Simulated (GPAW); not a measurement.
**A GW chain in GPAW: AgCl (Chlorargyrite)**

The structure is cubic, space group Fm-3m (No. 225). The conventional cell has a = 5.470 Å, b = 5.470 Å, c = 5.470 Å, α = 90.00°, β = 90.00°, γ = 90.00°. Nearest to Ag lie 6 Cl at 2.74 Å. Cl has 6 Ag at 2.74 Å nearest. Farther neighbours, and contacts between anions beyond the nearest, are not listed.

```
method               : DFT, LDA, plane waves, PAW (and 1 further level or step)
program              : GPAW 26.7.0
settings             : cutoff 450 eV, GPAW PAW setups 1.2.1 data release, 4×4×4 k-mesh, nbands 139
cost                 : 3 runs, 20 s in all on 4 MPI ranks of AMD EPYC 9R45, shared host
notes                : The database entry behind the starting cell differs from other determinations of this structure. The cell and positions come from the Crystallography Open Database and are kept as given unless a step says otherwise. Limits: no spin-orbit coupling. The 4×4×4 mesh is coarse for this cell, which bears on the long-range parts of exchange and screening.
LDA gap              : 0.60 eV, indirect
G0W0 gap on the mesh : 1.82 eV
GW settings          : 4×4×4 mesh, 129 bands, screening to 125 eV, Godby-Needs plasmon pole
known limits         : short of the basis limit; d shell near the gap, gap tends to lie low; no spin-orbit coupling; coarse k mesh
```

G0W0 moves the gap on the mesh from 0.60 eV to 1.82 eV (+1.22 eV), with Z of 0.79 and 0.82 at the edges. The dearest step here is «screening and self-energy».

[Long decimals in the printed logs are rounded to 6 places.]

[Logs are printed without paths, hosts, clocks, repeated set-up lines and the standing remarks that a program may print on its own settings, such as how far it seeks lower states.]

[Paths, hosts, dates, memory and timing lines, banners, echoed tables and standing remarks are left out of the program output; an Ansatz launch command may be rebuilt from the run's recorded settings. Measured values are a selection of at most five: reports struck by readers or far from the other reports are left out. None is set beside runs whose start may be inverted or whose files or cutoffs have a known fault.]

[Runs of the session that timed out or met a known fault of the program may be left out.]

[Hosts, paths, dates, database ids (printed as entryN), source tags and the programs' standing remarks are cut or masked in the printed files.]

[Where the starting crystal was built by hand or by swapping elements, it need not be the compound's stable phase.]
